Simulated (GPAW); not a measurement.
# Fe2 on W4 001: parallel and opposed starts

Wanted: the moments of Fe2 on W4 001 and the energy of each order that was tried.

Method: PBE; plane waves with GPAW's PAW setups, scalar-relativistic, in GPAW 26.7.0.

### Step 1. The starting structure

The cell holds 6 atoms: 4 W and 2 Fe. Cell: a = 3.165 Å, b = 3.165 Å, c = 19.305 Å, α = 90.0°, β = 90.0°, γ = 90.0°. ideal sites on the substrate's mesh, layer spacings from atomic volumes, unrelaxed, 12 A of vacuum. Vacuum lies along c.

### Step 2. Run 1 (ferro ++)

Parallel moments need no larger cell; this start tests for a ferromagnetic state only.

Contents of order1.py:

```python
import json
import numpy as np
from ase import Atoms
from ase.parallel import paropen, parprint
from gpaw import GPAW

atoms = Atoms(['W', 'W', 'W', 'W', 'Fe', 'Fe'],
    cell=[[3.165, 0.0, 0.0],
         [0.0, 3.165, 0.0],
         [0.0, 0.0, 19.304917]],
    scaled_positions=[[0.0, 0.0, 0.310802],
         [0.5, 0.5, 0.392764],
         [0.0, 0.0, 0.474726],
         [0.5, 0.5, 0.556688],
         [0.0, 0.0, 0.628179],
         [0.5, 0.5, 0.689198]],
    pbc=True,
    magmoms=[0.0, 0.0, 0.0, 0.0, 2.6, 2.6])
atoms.calc = GPAW(mode={'name': 'pw', 'ecut': 450},
    xc='PBE',
    kpts={'size': (18, 18, 1), 'gamma': True},
    occupations={'name': 'fermi-dirac', 'width': 0.05},
    convergence={'density': 1e-05, 'energy': 1e-05},
    maxiter=200,
    mixer={'name': 'pulay', 'beta': 0.03, 'nmaxold': 8, 'weight': 100},
    symmetry={'tolerance': 1e-4},
    txt='order1.txt')
e = atoms.get_potential_energy(force_consistent=True)
res = {'free_energy': e, 'energy_sigma0': atoms.get_potential_energy(), 'fermi_energy': atoms.calc.get_fermi_level()}
res['moments'] = atoms.get_magnetic_moments().tolist()
res['total'] = atoms.get_magnetic_moment()
parprint('site moments (muB):', np.round(res['moments'], 3))
parprint(f"total moment: {res['total']:.3f} muB")
parprint(f'free energy: {e:.6f} eV')
atoms.calc.write('order1.gpw')
with paropen('results.json', 'w') as f:
    json.dump(res, f)
```

Started as:

```sh
$ OMP_NUM_THREADS=1 mpirun -n 4 gpaw python order1.py > order1.log
```

Numbers of over 12 decimals in the logs are rounded to 6 here.

The program printed:

```text
site moments (muB): [ 0.092 -0.02  -0.009 -0.211  1.875  2.787]
total moment: 4.602 muB
free energy: -59.664539 eV

--- order1.txt ---
Input parameters:
  mode=PW(ecut=450),
  convergence={'density': 1e-05, 'energy': 1e-05},
  kpts=MonkhorstPack(size=(18, 18, 1), gamma=True),
  maxiter=200,
  mixer=Pulay(name='pulay', nmaxold=8, beta=0.03, weight=100, sigma=0.015, g_ss=None),
  occupations=Occupations(name='fermi-dirac', width=0.05),
  symmetry=Symmetry(tolerance=0.0001),
  xc=XC(name='PBE')

Diagonalizing LCAO Hamiltonian
Converting LCAO to pw mode
   .-------.
  /|       |
 * |       |
 | |       |
 | |       |
 | |       |
 | |       |
 | |       |
 | |  Fe   |
 | |       |
 | |       |
 Fe|       |
 | |  W    |
 | |       |
 | |       |
 W |       |
 | |  W    |
 | |       |
 | |       |
 W |       |
 | |       |
 | |       |
 | |       |
 | |       |
 | .-------.
 |/       /
 *-------*

Atoms  # Å, Bohr magnetons
|   | symbol |        x |        y |         z |    initial magnetic moments |
|---|--------|----------|----------|-----------|-----------------------------|
| 0 |      W | 0.000000 | 0.000000 |  6.000007 | ( 0.0000,  0.0000,  0.0000) |
| 1 |      W | 1.582500 | 1.582500 |  7.582276 | ( 0.0000,  0.0000,  0.0000) |
| 2 |      W | 0.000000 | 0.000000 |  9.164546 | ( 0.0000,  0.0000,  0.0000) |
| 3 |      W | 1.582500 | 1.582500 | 10.746816 | ( 0.0000,  0.0000,  0.0000) |
| 4 |     Fe | 0.000000 | 0.000000 | 12.126943 | ( 0.0000,  0.0000,  2.6000) |
| 5 |     Fe | 1.582500 | 1.582500 | 13.304910 | ( 0.0000,  0.0000,  2.6000) |

Unit cell  # Å
| periodic |        x |        y |         z |   lengths |    angles |
|----------|----------|----------|-----------|-----------|-----------|
|      yes | 3.165000 | 0.000000 |  0.000000 |  3.165000 | 90.000000 |
|      yes | 0.000000 | 3.165000 |  0.000000 |  3.165000 | 90.000000 |
|      yes | 0.000000 | 0.000000 | 19.304917 | 19.304917 | 90.000000 |

Number of symmetries: 8

BZ-sampling:
  Number of BZ points: 324
  Number of IBZ points: 55

  Monkhorst-Pack size: [18, 18, 1]
  Monkhorst-Pack shift: [0.027778, 0.027778, 0.0]

K-points  # in reciprocal-cell coordinates
|     |                                coordinates |     weight |
|-----|--------------------------------------------|------------|
|   0 | ( -0.00000000,  -0.00000000,   0.00000000) | 0.00308642 |
|   1 | (  0.05555556,  -0.00000000,   0.00000000) | 0.01234568 |
|   2 | (  0.05555556,   0.05555556,   0.00000000) | 0.01234568 |
|   3 | (  0.11111111,  -0.00000000,   0.00000000) | 0.01234568 |
|   4 | (  0.11111111,   0.05555556,   0.00000000) | 0.02469136 |
|   5 | (  0.11111111,   0.11111111,   0.00000000) | 0.01234568 |
|   6 | (  0.16666667,  -0.00000000,   0.00000000) | 0.01234568 |
|   7 | (  0.16666667,   0.05555556,   0.00000000) | 0.02469136 |
|   8 | (  0.16666667,   0.11111111,   0.00000000) | 0.02469136 |
|   9 | (  0.16666667,   0.16666667,   0.00000000) | 0.01234568 |
| ... |                                            |            |
|  54 | (  0.50000000,   0.50000000,   0.00000000) | 0.00308642 |

Plane wave coefficients: 4259
Cutoff: 450.000000 eV

Spin-components: 2 (collinear spins)
Bands:           51
Projectors:      36
Spin-degeneracy: 1
Datatype:        complex128

Parallelization:
  kpt:    4
  domain: 1
  band:   1

Density:
  Valence electrons: 72.0
  Components: 2
  Grid points: [16 16 96]
  Charge: 0.0  # |e|

Potential:
  Grid points: [16 16 96]

species:
  W:
    name:    Tungsten
    Z:       74.0
    valence: 14
    core:    60
    charge:  0.0  # [|e|]
    compensation charges:
      type: gauss
      rc: 0.40  # [Å]
      lmax: 2
    cutoffs:
      filter: 2.36  # [Å]
      core: 3.02  # [Å]
    projectors
    | kind |    occ | energy [eV] | rcut [Å] |
    |------|--------|-------------|----------|
    |   5s |  2.000 |     -78.830 |    1.344 |
    |   6s |  2.000 |      -5.697 |    1.344 |
    |   5p |  6.000 |     -43.233 |    1.355 |
    |   6p |  0.000 |      -1.367 |    1.355 |
    |   5d |  4.000 |      -4.494 |    1.228 |
    |    d |        |      22.717 |    1.228 |

    Using partial waves for W as LCAO basis

  Fe:
    name:    Iron
    Z:       26.0
    valence: 8
    core:    18
    charge:  0.0  # [|e|]
    compensation charges:
      type: gauss
      rc: 0.33  # [Å]
      lmax: 2
    cutoffs:
      filter: 2.06  # [Å]
      core: 2.67  # [Å]
    projectors
    | kind |    occ | energy [eV] | rcut [Å] |
    |------|--------|-------------|----------|
    |   4s |  2.000 |      -5.291 |    1.164 |
    |   4p |  0.000 |      -1.326 |    1.058 |
    |   3d |  6.000 |      -7.505 |    1.058 |
    |    s |        |      21.920 |    1.164 |
    |    p |        |      25.885 |    1.058 |
    |    d |        |      19.706 |    1.058 |

    Using partial waves for Fe as LCAO basis

Reference energy: -1824325.595820  # eV

eigensolver:
  PPCG
  Converge bands: occupied
  niter=2

density mixing:
  Pulay-Mixer
  Linear mixing parameters: 0.03
  Old densities: 8
  Fourier metric: weight=100, sigma=0.015

occupation numbers:
  Fermi-Dirac:
    width: 0.0500  # eV

poisson solver:
  ecut: 3600.000000  # eV

xc functional:
  name: PBE with 2 nearest neighbor stencil

convergence criteria:
- Maximum integral of absolute [dens]ity change: 1e-05 electrons / valence electron
- Maximum [total energy] change in last 3 cyles: 1e-05 eV / valence electron
- Maximum integral of absolute [eigenst]ate change: 4e-08 eV^2 / valence electron
maximum number of iterations: 200

SCF iterations
|iter     |      energy | eigst |  dens |  magmom |
|---------|-------------|-------|-------|---------|
|iter:   1|       0s |  -64.531083 | +0.16 |       |  +5.2070|
|iter:   2|       9s |  -67.286951 | -0.90 | -0.83 |  +5.1445|
|iter:   3|      17s |  -61.259622 | -1.51 | -0.83 |  +5.1449|
|iter:   4|      26s |  -60.987977 | -2.59 | -1.08 |  +5.1310|
|iter:   5|      34s |  -59.923033 | -1.31 | -1.10 |  +5.0309|
|iter:   6|      42s |  -59.808392 | -2.40 | -1.24 |  +5.0143|
|iter:   7|      51s |  -59.584816 | -1.91 | -1.27 |  +4.9415|
|iter:   8|      59s |  -59.567688 | -1.89 | -1.39 |  +4.8579|
|iter:   9|      67s |  -59.564693 | -2.68 | -1.49 |  +4.8162|
|iter:  10|      76s |  -59.545360 | -2.91 | -1.55 |  +4.7836|
[... 53 iterations left out ...]
|iter:  64|     446s |  -59.633593c| -7.97c| -4.44 |  +4.5940|
|iter:  65|     455s |  -59.633602c| -7.62c| -4.46 |  +4.5967|
|iter:  66|     459s |  -59.633604c| -8.29c| -4.58 |  +4.5971|
|iter:  67|     467s |  -59.633613c| -7.73c| -4.61 |  +4.5996|
|iter:  68|     471s |  -59.633612c| -8.36c| -4.81 |  +4.5993|
|iter:  69|     475s |  -59.633614c| -8.28c| -4.79 |  +4.5998|
|iter:  70|     479s |  -59.633615c| -8.66c| -4.81 |  +4.6001|
|iter:  71|     483s |  -59.633617c| -8.32c| -4.84 |  +4.6006|
|iter:  72|     487s |  -59.633622c| -7.75c| -4.93 |  +4.6019|
|iter:  73|     491s |  -59.633622c| -8.12c| -5.15c|  +4.6020|

Converged in 73 steps
Energy contributions relative to reference atoms: (reference = -1824325.595820)

Energy contributions:
  Kinetic:          17.749518
  Coulomb:         -24.090932
  Zero:              0.179703
  External:          0.000000
  Xc:              -53.440995
  Entropy:          -0.061833
  Spinorbit:         0.000000
  ----------------------------
  Free energy:     -59.664539
  Extrapolated:    -59.633622

dipole moment: (-31.350233, -31.350233, 0.062257)  # |e|*Ang

Total magnetic moment: (0.000000, 0.000000, 4.602048)

Local magnetic moments
|        x |        y |         z |
|----------|----------|-----------|
| 0.000000 | 0.000000 |  0.092336 |  # W    0
| 0.000000 | 0.000000 | -0.020139 |  # W    1
| 0.000000 | 0.000000 | -0.009029 |  # W    2
| 0.000000 | 0.000000 | -0.211291 |  # W    3
| 0.000000 | 0.000000 |  1.874711 |  # Fe   4
| 0.000000 | 0.000000 |  2.786965 |  # Fe   5

Fermi level: 3.842
Eigenvalues  # (at kpt = [-0.000, -0.000, 0.000])
| band index |      eig [eV] | occ [0-1] |      eig [eV] | occ [0-1] |
|------------|---------------|-----------|---------------|-----------|
|          0 |       -69.946 |     1.000 |       -70.027 |     1.000 |
|        ... |               |           |               |           |
|         30 |         2.079 |     1.000 |         3.166 |     1.000 |
|         31 |         2.079 |     1.000 |         3.494 |     0.999 |
|         32 |         2.811 |     1.000 |         3.513 |     0.999 |
|         33 |         2.917 |     1.000 |         3.513 |     0.999 |
|         34 |         2.917 |     1.000 |         3.645 |     0.981 |
|         35 |         3.241 |     1.000 |         3.945 |     0.113 |
|         36 |         3.486 |     0.999 |         4.216 |     0.001 |
|         37 |         3.530 |     0.998 |         4.216 |     0.001 |
|         38 |         3.530 |     0.998 |         4.667 |     0.000 |
|         39 |         3.547 |     0.997 |         4.708 |     0.000 |
|         40 |         4.550 |     0.000 |         5.384 |     0.000 |
|         41 |         4.957 |     0.000 |         5.384 |     0.000 |
|         42 |         5.006 |     0.000 |         5.402 |     0.000 |
|         43 |         5.006 |     0.000 |         5.637 |     0.000 |
|         44 |         5.282 |     0.000 |         5.673 |     0.000 |
|        ... |               |           |               |           |
|         50 |         7.927 |     0.000 |         8.022 |     0.000 |

No gap
No difference between direct/indirect transitions
```

Elapsed: 8.4 min, on 4 MPI ranks of Arm Neoverse V2, shared host; peak memory 1.3 GiB.

Spin moment in the augmentation sphere by atom:

| atom | spin moment in the augmentation sphere (μB) |
| --- | --- |
| W1 | 0.09 |
| W2 | -0.02 |
| W3 | -0.01 |
| W4 | -0.21 |
| Fe5 | 1.87 |
| Fe6 | 2.79 |

Numbers from this step:

* magnetization: 4.602 μB
* final state: ferromagnetic

After 73 cycles the largest moment stands at 2.79 μB.

### Step 3. Run 2 (antiferro +-)

Another pattern of signs weighs the neighbour shells otherwise.

order2.py is the script of step 2 with these lines changed:

```diff
@@ -17,3 +17,3 @@
     pbc=True,
-    magmoms=[0.0, 0.0, 0.0, 0.0, 2.6, 2.6])
+    magmoms=[0.0, 0.0, 0.0, 0.0, 2.6, -2.6])
 atoms.calc = GPAW(mode={'name': 'pw', 'ecut': 450},
@@ -26,3 +26,3 @@
     symmetry={'tolerance': 1e-4},
-    txt='order1.txt')
+    txt='order2.txt')
 e = atoms.get_potential_energy(force_consistent=True)
@@ -34,3 +34,3 @@
 parprint(f'free energy: {e:.6f} eV')
-atoms.calc.write('order1.gpw')
+atoms.calc.write('order2.gpw')
 with paropen('results.json', 'w') as f:
```

Started as:

```sh
$ OMP_NUM_THREADS=1 mpirun -n 4 gpaw python order2.py > order2.log
```

The program printed:

```text
site moments (muB): [ 0.173 -0.021  0.048  0.057  1.583 -2.773]
total moment: -1.020 muB
free energy: -59.365351 eV

--- order2.txt ---
Input parameters:
  mode=PW(ecut=450),
  convergence={'density': 1e-05, 'energy': 1e-05},
  kpts=MonkhorstPack(size=(18, 18, 1), gamma=True),
  maxiter=200,
  mixer=Pulay(name='pulay', nmaxold=8, beta=0.03, weight=100, sigma=0.015, g_ss=None),
  occupations=Occupations(name='fermi-dirac', width=0.05),
  symmetry=Symmetry(tolerance=0.0001),
  xc=XC(name='PBE')

Diagonalizing LCAO Hamiltonian
Converting LCAO to pw mode
   .-------.
  /|       |
 * |       |
 | |       |
 | |       |
 | |       |
 | |       |
 | |       |
 | |  Fe   |
 | |       |
 | |       |
 Fe|       |
 | |  W    |
 | |       |
 | |       |
 W |       |
 | |  W    |
 | |       |
 | |       |
 W |       |
 | |       |
 | |       |
 | |       |
 | |       |
 | .-------.
 |/       /
 *-------*

Atoms  # Å, Bohr magnetons
|   | symbol |        x |        y |         z |    initial magnetic moments |
|---|--------|----------|----------|-----------|-----------------------------|
| 0 |      W | 0.000000 | 0.000000 |  6.000007 | ( 0.0000,  0.0000,  0.0000) |
| 1 |      W | 1.582500 | 1.582500 |  7.582276 | ( 0.0000,  0.0000,  0.0000) |
| 2 |      W | 0.000000 | 0.000000 |  9.164546 | ( 0.0000,  0.0000,  0.0000) |
| 3 |      W | 1.582500 | 1.582500 | 10.746816 | ( 0.0000,  0.0000,  0.0000) |
| 4 |     Fe | 0.000000 | 0.000000 | 12.126943 | ( 0.0000,  0.0000,  2.6000) |
| 5 |     Fe | 1.582500 | 1.582500 | 13.304910 | ( 0.0000,  0.0000, -2.6000) |

Unit cell  # Å
| periodic |        x |        y |         z |   lengths |    angles |
|----------|----------|----------|-----------|-----------|-----------|
|      yes | 3.165000 | 0.000000 |  0.000000 |  3.165000 | 90.000000 |
|      yes | 0.000000 | 3.165000 |  0.000000 |  3.165000 | 90.000000 |
|      yes | 0.000000 | 0.000000 | 19.304917 | 19.304917 | 90.000000 |

Number of symmetries: 8

BZ-sampling:
  Number of BZ points: 324
  Number of IBZ points: 55

  Monkhorst-Pack size: [18, 18, 1]
  Monkhorst-Pack shift: [0.027778, 0.027778, 0.0]

Plane wave coefficients: 4259
Cutoff: 450.000000 eV

Spin-components: 2 (collinear spins)
Bands:           48
Projectors:      36
Spin-degeneracy: 1
Datatype:        complex128

Parallelization:
  kpt:    4
  domain: 1
  band:   1

Density:
  Valence electrons: 72.0
  Components: 2
  Grid points: [16 16 96]
  Charge: 0.0  # |e|

Potential:
  Grid points: [16 16 96]

[... setups left out ...]
Reference energy: -1824325.595820  # eV

eigensolver:
  PPCG
  Converge bands: occupied
  niter=2

density mixing:
  Pulay-Mixer
  Linear mixing parameters: 0.03
  Old densities: 8
  Fourier metric: weight=100, sigma=0.015

occupation numbers:
  Fermi-Dirac:
    width: 0.0500  # eV

poisson solver:
  ecut: 3600.000000  # eV

xc functional:
  name: PBE with 2 nearest neighbor stencil

convergence criteria:
- Maximum integral of absolute [dens]ity change: 1e-05 electrons / valence electron
- Maximum [total energy] change in last 3 cyles: 1e-05 eV / valence electron
- Maximum integral of absolute [eigenst]ate change: 4e-08 eV^2 / valence electron
maximum number of iterations: 200

SCF iterations
|iter     |      energy | eigst |  dens |  magmom |
|---------|-------------|-------|-------|---------|
|iter:   1|       0s |  -64.361301 | +0.17 |       |  +0.0000|
|iter:   2|       8s |  -68.554498 | -0.56 | -0.82 |  -0.0264|
|iter:   3|      16s |  -60.881264 | -1.18 | -0.79 |  -0.0376|
|iter:   4|      23s |  -60.501166 | -2.06 | -1.10 |  -0.0515|
|iter:   5|      31s |  -60.224610 | -2.49 | -1.12 |  -0.0620|
|iter:   6|      39s |  -59.463973 | -1.37 | -1.16 |  -0.1176|
|iter:   7|      47s |  -59.282204 | -1.91 | -1.29 |  -0.1705|
|iter:   8|      55s |  -59.193516 | -1.94 | -1.37 |  -0.2504|
|iter:   9|      63s |  -59.204686 | -2.41 | -1.50 |  -0.3063|
|iter:  10|      71s |  -59.207922 | -2.78 | -1.61 |  -0.3308|
[... 51 iterations left out ...]
|iter:  62|     441s |  -59.335912c| -7.90c| -4.41 |  -1.0265|
|iter:  63|     445s |  -59.335915c| -7.89c| -4.44 |  -1.0260|
|iter:  64|     449s |  -59.335924c| -7.51c| -4.48 |  -1.0246|
|iter:  65|     457s |  -59.335936c| -7.37 | -4.57 |  -1.0226|
|iter:  66|     461s |  -59.335940c| -7.97c| -4.68 |  -1.0220|
|iter:  67|     464s |  -59.335945c| -7.81c| -4.73 |  -1.0210|
|iter:  68|     468s |  -59.335949c| -7.82c| -4.81 |  -1.0203|
|iter:  69|     472s |  -59.335948c| -8.00c| -4.91 |  -1.0204|
|iter:  70|     475s |  -59.335950c| -8.27c| -4.96 |  -1.0201|
|iter:  71|     479s |  -59.335950c| -8.28c| -5.00c|  -1.0201|

Converged in 71 steps
Energy contributions relative to reference atoms: (reference = -1824325.595820)

Energy contributions:
  Kinetic:          16.541012
  Coulomb:         -22.963449
  Zero:              0.177470
  External:          0.000000
  Xc:              -53.061582
  Entropy:          -0.058803
  Spinorbit:         0.000000
  ----------------------------
  Free energy:     -59.365351
  Extrapolated:    -59.335950

dipole moment: (-31.358072, -31.358072, 0.019222)  # |e|*Ang

Total magnetic moment: (0.000000, 0.000000, -1.020133)

Local magnetic moments
|        x |        y |         z |
|----------|----------|-----------|
| 0.000000 | 0.000000 |  0.172818 |  # W    0
| 0.000000 | 0.000000 | -0.021024 |  # W    1
| 0.000000 | 0.000000 |  0.048172 |  # W    2
| 0.000000 | 0.000000 |  0.056786 |  # W    3
| 0.000000 | 0.000000 |  1.582679 |  # Fe   4
| 0.000000 | 0.000000 | -2.772984 |  # Fe   5

Fermi level: 3.783
Eigenvalues  # (at kpt = [-0.000, -0.000, 0.000])
| band index |      eig [eV] | occ [0-1] |      eig [eV] | occ [0-1] |
|------------|---------------|-----------|---------------|-----------|
|          0 |       -69.996 |     1.000 |       -69.948 |     1.000 |
|        ... |               |           |               |           |
|         29 |         2.807 |     1.000 |         2.686 |     1.000 |
|         30 |         2.997 |     1.000 |         2.895 |     1.000 |
|         31 |         3.269 |     1.000 |         2.895 |     1.000 |
|         32 |         3.269 |     1.000 |         3.144 |     1.000 |
|         33 |         3.350 |     1.000 |         3.144 |     1.000 |
|         34 |         3.387 |     1.000 |         3.144 |     1.000 |
|         35 |         3.498 |     0.997 |         3.560 |     0.988 |
|         36 |         4.140 |     0.001 |         3.640 |     0.945 |
|         37 |         4.172 |     0.000 |         3.640 |     0.945 |
|         38 |         4.172 |     0.000 |         3.800 |     0.413 |
|         39 |         4.479 |     0.000 |         4.077 |     0.003 |
|         40 |         4.927 |     0.000 |         5.110 |     0.000 |
|         41 |         4.993 |     0.000 |         5.110 |     0.000 |
|         42 |         5.273 |     0.000 |         5.141 |     0.000 |
|         43 |         5.302 |     0.000 |         5.495 |     0.000 |
|         44 |         5.302 |     0.000 |         5.542 |     0.000 |
|        ... |               |           |               |           |
|         47 |         7.425 |     0.000 |         7.421 |     0.000 |

No gap
No difference between direct/indirect transitions
```

Elapsed: 8.2 min, on 4 MPI ranks; peak memory 1.2 GiB; 33 min of CPU time.

Spin moment in the augmentation sphere by atom:

| atom | spin moment in the augmentation sphere (μB) |
| --- | --- |
| W1 | 0.17 |
| W2 | -0.02 |
| W3 | 0.05 |
| W4 | 0.06 |
| Fe5 | 1.58 |
| Fe6 | -2.77 |

Read from the output:

| Property | Result |
| --- | --- |
| magnetization | -1.020 μB |
| final state | ferrimagnetic |

It lies 150 meV a seeded atom over the first start, and its largest moment is 2.77 μB against 2.79 μB.

### Step 4. The states side by side

These are free energies at a smearing of 0.05 eV, so its entropy term is in the differences. They are divided by the number of seeded atoms, so that cells of unlike size compare.

Orders:

| start | final state | typed order kept | energy over the lowest (meV a seeded atom) | largest site moment (μB) | net moment (μB a primitive cell) | mesh matched | CPU time (s) |
| --- | --- | --- | --- | --- | --- | --- | --- |
| ferro ++ | ferromagnetic | yes | 0 | 2.787 | 4.602 | yes | 2020 |
| antiferro +- | ferrimagnetic | yes | 149.6 | 2.773 | 1.02 | yes | 1971 |

### Step 5. Results

```json
{"lowest state found": "ferromagnetic (typed ferro ++)", "largest site moment": "2.79 μB", "next state": "ferrimagnetic, 150 meV a seeded atom higher"}
```

What this shows: The lowest state found is ferromagnetic, reached from the start ferro ++, with moments up to 2.79 μB. The next state costs 150 meV a seeded atom. This is the lowest of 2 finished starts, no proof of the ground state.

[Logs and program files are shortened in this print: banners, set-up blocks, solver, clock and traceback lines can be left out without a mark of their own.]

[Logs are printed without paths, hosts, clocks, repeated set-up lines and the standing remarks that a program may print on its own settings, such as how far it seeks lower states.]

[Hosts, paths, dates, database ids (printed as entryN), source tags and the programs' standing remarks are cut or masked in the printed files.]

[Where a cell is said to come from a database of computed structures, the database is the Materials Project.]
